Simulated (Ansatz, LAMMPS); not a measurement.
# Gap against volume in glassy 72SiO2-20Al2O3-4ZnO-4BaO (mol %) (83 atoms)

Density of this cell: 2.75 g/cm³. The cell holds 83 atoms: 18 Si, 10 Al, 1 Zn, 1 Ba and 53 O. Cell: a = 10.293 Å, b = 10.212 Å, c = 10.497 Å, α = 89.0°, β = 88.9°, γ = 89.1°. The starting structure: 83 atoms (18 Si, 10 Al, 1 Zn, 1 Ba, 53 O) placed at random at 2.62 g/cm³, melted at 4000 K for 10 ps at fixed volume with the Morse and Coulomb pair potential with partial charges (Pedone, Malavasi, Menziani, Cormack and Segre, J. Phys. Chem. B 110, 11780 (2006)). Quenched from 4000 K to 300 K at 20 K/ps and fixed volume, held 10 ps at zero pressure, then minimised at fixed cell.

Calculated with Ansatz 0.2.0: Kohn-Sham DFT, PBE, PAW (set soft_2), plane waves; cutoff 420 eV, Γ point, fixed occupations. The relaxed cell was scaled evenly and the atoms were relaxed at each volume. The gap is that between the highest filled and the lowest empty Kohn-Sham level on the run's k-points.

| volume (Å³/atom) | gap (eV) |
| --- | --- |
| 11.959 | 4.348 |
| 12.491 | ? |
| 12.890 | 4.133 |
| 13.288 | 3.974 |
| 13.687 | 3.799 |
| 14.085 | 3.653 |

Task: Fit a straight line in ln V to the rows given and interpolate to the withheld row.

**Working.**

A volume deformation potential makes the spacing linear in u = ln(V/V0), with V0 = 13.288 Å³ the relaxed volume; v is the spacing.

| u = ln(V/V0) | v (eV) |
| --- | --- |
| -0.105360 | 4.3475 |
| -0.0304589 | 4.1331 |
| 0 | 3.9742 |
| 0.0295587 | 3.7986 |
| 0.0582690 | 3.6533 |

With n = 5: mean u = -0.00959831, mean v = 3.98134, Σ(u − ū)² = 0.015837, Σ(u − ū)(v − v̄) = -0.067717. Slope b = -0.067717 / 0.015837 = -4.2759; intercept a = v̄ − b ū = 3.9403.

At the withheld volume u = -0.06188, and v = a + b u.

Prediction at 12.491: 4.205 eV. The run gave 4.241 eV, so the fit is low by 0.036 eV (0.84 % of the value).

The slope, -4.28 eV, says that the spacing narrows on expansion. Among the rows given, the largest miss of the fit is at 12.890, by 0.063 eV (9.0 % of the range of the table).

Limits: The table spans 16 % in volume, wide for a linear law. Semilocal functionals tend to put gaps under measured ones. Only the Γ point is sampled. Defect or tail levels can set the spacing of a disordered cell. Spin–orbit coupling is left out, which matters for the levels of the heavy elements.

[Hosts, paths, dates, database ids (printed as entryN), source tags and the programs' standing remarks are cut or masked in the printed files.]
